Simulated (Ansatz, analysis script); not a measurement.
# Magnetovolume effects in AlNi3, part 2 of 2

How do the moments of AlNi3 answer to compression and expansion?

Ansatz 0.2.0; PBE, PAW set soft_1.

So far, largest spin moment in the atom's sphere (μB): step 2 (the collinear state) 0.258; step 4 (factor 0.82, typed moments) 0.0775; step 5 (factor 0.82, starting moments cut to 30 %) 0.0775; step 6 (factor 0.94, starting moments cut to 30 %) 0.237.

### Step 7. Factor 1, no spin

Level of this step: Ansatz DFT without spin polarisation; PBE, PAW set soft_1; PAW set soft_1 (Ansatz).

File input.yaml:

```yaml
crystal:
  lattice:
    - [3.52305473, 0.0, 0.0]
    - [0.0, 3.52305473, 0.0]
    - [0.0, 0.0, 3.52305473]
  atoms:
    - { symbol: Al, position: [0.0, 0.0, 0.0] }
    - { symbol: Ni, position: [0.0, 0.5, 0.5] }
    - { symbol: Ni, position: [0.5, 0.0, 0.5] }
    - { symbol: Ni, position: [0.5, 0.5, 0.0] }
kpoints:
  mp_grid: { grid: [12, 12, 12] }
hamiltonian:
  xc: pbe
  pseudopotentials: { kind: paw, azcp: { folder: soft_1 } }
scf:
  occupations: { method: fermi_dirac, width: 0.05 }
  max_iter: 120
  convergence: { dr2_threshold: 1.0e-08 }
basis:
  ecutwfc: 420.0
output:
  stress: true
```

On the command line:

```sh
$ ansatz run input.yaml --threads 1 --pin off --max-ram 2560MiB --backend cpu --events-out ev --progress --plain --runs-dir out
```

Numbers of over 12 decimals in the logs are rounded to 6 here.

The log of the run:

```text
[...]
Crystal: 4 atoms, lattice volume = 43.728 Å³
Basis set: ecut = 420 eV, 847 PW (Γ)
Bands: 34, of which v1, the nominal top of the filled ones, is band 29 counted from 1 (28 counted from 0)
Symmetry: 48 space group operations
[...]
k-points: 84 of 1728
[...]
SCF iter   1: F=—  HF=-18058.821811 eV  |F-HF|=—  |Δ(HF+E_count)|=         —  Δρ=5.84e-2  dr2=1.45e0  ethr=3.10e-3  ⟨swp⟩=5.1  Hψ=9704  notcnv=0
[...]
SCF iter   9: F=-18058.374917 eV  HF=-18058.374917 eV  |F-HF|=1.59e-9  |Δ(HF+E_count)|=   6.56e-8  Δρ=4.28e-6  dr2=4.95e-9  ethr=1.75e-11  ⟨swp⟩=4.0  Hψ=13195  notcnv=0
SCF 1 converged in 9 iterations: F = -18058.374917 eV  dr2 = 4.95e-9
[...]
SCF converged after 9 iterations
Free energy (F): -18058.374917 eV
[...]
Internal energy: -18058.333428 eV  (E = F + TS)
E sigma→0 (E₀):  -18058.354173 eV
Entropy (-TS):   -0.041488 eV (-10.372 meV/atom)
Fermi energy:    16.264986 eV
[...]
--- Stress (GPa, compression-positive) ---
        7.065076       0.000000       0.000000
        0.000000       7.065076       0.000000
       -0.000000       0.000000       7.065076
  P = ⅓ Tr σ = 7.0651 GPa (70.651 kbar)
```

Wall time 16 s (1 thread of Intel Xeon at 2.50GHz (Skylake/Cascade Lake), shared host); peak memory 0.38 GiB.

This is the reference without moments at this size.

### Step 8. Factor 1.06, no spin

input.yaml: that of step 7 with these lines changed.

```diff
@@ -2,5 +2,5 @@
   lattice:
-    - [3.52305473, 0.0, 0.0]
-    - [0.0, 3.52305473, 0.0]
-    - [0.0, 0.0, 3.52305473]
+    - [3.59215177, 0.0, 0.0]
+    - [0.0, 3.59215177, 0.0]
+    - [0.0, 0.0, 3.59215177]
   atoms:
```

The log of the run:

```text
[...]
Crystal: 4 atoms, lattice volume = 46.352 Å³
Basis set: ecut = 420 eV, 925 PW (Γ)
Bands: 34, of which v1, the nominal top of the filled ones, is band 29 counted from 1 (28 counted from 0)
Symmetry: 48 space group operations
[...]
k-points: 84 of 1728
[...]
SCF iter   1: F=—  HF=-18058.930849 eV  |F-HF|=—  |Δ(HF+E_count)|=         —  Δρ=7.33e-2  dr2=2.26e0  ethr=3.10e-3  ⟨swp⟩=5.5  Hψ=9746  notcnv=0
[...]
SCF iter   9: F=-18058.395988 eV  HF=-18058.395988 eV  |F-HF|=1.65e-9  |Δ(HF+E_count)|=   6.65e-8  Δρ=4.66e-6  dr2=6.50e-9  ethr=1.75e-11  ⟨swp⟩=4.2  Hψ=13030  notcnv=0
SCF 1 converged in 9 iterations: F = -18058.395988 eV  dr2 = 6.50e-9
[...]
SCF converged after 9 iterations
Free energy (F): -18058.395988 eV
[...]
Internal energy: -18058.351541 eV  (E = F + TS)
E sigma→0 (E₀):  -18058.373764 eV
Entropy (-TS):   -0.044448 eV (-11.112 meV/atom)
Fermi energy:    15.119025 eV
[...]
--- Stress (GPa, compression-positive) ---
       -3.905251       0.000000       0.000000
        0.000000      -3.905251       0.000000
        0.000000       0.000000      -3.905251
  P = ⅓ Tr σ = -3.9053 GPa (-39.053 kbar)
```

Wall time 19 s (1 thread); peak memory 0.39 GiB.

This is the reference without moments at this size.

### Step 9. Factor 1.2, no spin

input.yaml: that of step 8 with these lines changed.

```diff
@@ -2,5 +2,5 @@
   lattice:
-    - [3.59215177, 0.0, 0.0]
-    - [0.0, 3.59215177, 0.0]
-    - [0.0, 0.0, 3.59215177]
+    - [3.7438043, 0.0, 0.0]
+    - [0.0, 3.7438043, 0.0]
+    - [0.0, 0.0, 3.7438043]
   atoms:
```

The log of the run:

```text
[...]
Crystal: 4 atoms, lattice volume = 52.473 Å³
Basis set: ecut = 420 eV, 1021 PW (Γ)
Bands: 34, of which v1, the nominal top of the filled ones, is band 29 counted from 1 (28 counted from 0)
Symmetry: 48 space group operations
[...]
k-points: 84 of 1728
[...]
SCF iter   1: F=—  HF=-18058.773379 eV  |F-HF|=—  |Δ(HF+E_count)|=         —  Δρ=1.09e-1  dr2=5.14e0  ethr=3.10e-3  ⟨swp⟩=5.5  Hψ=9723  notcnv=0
[...]
SCF iter  10: F=-18057.920893 eV  HF=-18057.920893 eV  |F-HF|=2.11e-9  |Δ(HF+E_count)|=  8.00e-11  Δρ=2.78e-6  dr2=3.11e-9  ethr=1.75e-11  ⟨swp⟩=4.3  Hψ=10402  notcnv=0
SCF 1 converged in 10 iterations: F = -18057.920893 eV  dr2 = 3.11e-9
[...]
SCF converged after 10 iterations
Free energy (F): -18057.920893 eV
[...]
Internal energy: -18057.869341 eV  (E = F + TS)
E sigma→0 (E₀):  -18057.895117 eV
Entropy (-TS):   -0.051553 eV (-12.888 meV/atom)
Fermi energy:    12.891403 eV
[...]
--- Stress (GPa, compression-positive) ---
      -19.022515       0.000000       0.000000
       -0.000000     -19.022515       0.000000
        0.000000      -0.000000     -19.022515
  P = ⅓ Tr σ = -19.0225 GPa (-190.225 kbar)
```

The job ended after 22 s (1 thread; peak memory 0.4 GiB).

This is the reference without moments at this size.

The other 21 runs of this kind were made alike; their results stand in the table below.

### Step 10. Analysis

```
factor  E typed (meV/atom)  E small  E no spin  largest moment, typed (μB)  small           state, typed           state, small
  0.82               435.7    435.7      435.8                        0.08   0.08  weakly spin-polarised  weakly spin-polarised
  0.88               200.8    200.8      201.3                        0.20   0.20          ferromagnetic          ferromagnetic
  0.94                68.0     68.0       69.5                        0.24   0.24          ferromagnetic          ferromagnetic
  0.97                30.6     30.6       32.6                        0.25   0.25          ferromagnetic          ferromagnetic
     1                 8.7      8.7       11.2                        0.26   0.26          ferromagnetic          ferromagnetic
  1.03                 0.0      0.0        2.9                        0.27   0.27          ferromagnetic          ferromagnetic
  1.06                 2.5      2.5        5.9                        0.27   0.27          ferromagnetic          ferromagnetic
  1.12                34.7     34.7       39.0                        0.28   0.28          ferromagnetic          ferromagnetic
   1.2               119.4    119.4      124.7                        0.30   0.30          ferromagnetic          ferromagnetic
```

### Step 11. What came out

- lowest run: factor 1.03, typed moments
- largest moment, typed start: 0.0775 μB at 0.82 to 0.296 μB at 1.2
- gain by magnetism: 0.0 to 5.3 meV/atom

In words: From a factor of 0.82 to 1.2 the largest moment goes from 0.078 to 0.296 μB. The moments stay small throughout, near their onset, where mesh and smearing decide. Site moments are taken in spheres that grow with the cell. Both magnetic starts, which share one pattern of signs, end on one state at every size; other orders were not tried. The cell's shape and the atoms were not relaxed. The 27 scaled-cell runs took 20 min of wall time, added up.

[Logs and program files are shortened in this print: banners, set-up blocks, solver, clock and traceback lines can be left out without a mark of their own.]

[Logs are printed without paths, hosts, clocks, repeated set-up lines and the standing remarks that a program may print on its own settings, such as how far it seeks lower states.]

[Hosts, paths, dates, database ids (printed as entryN), source tags and the programs' standing remarks are cut or masked in the printed files.]

[Where the input sets lower_state_search to off, the program did not look for lower states, so one may exist.]
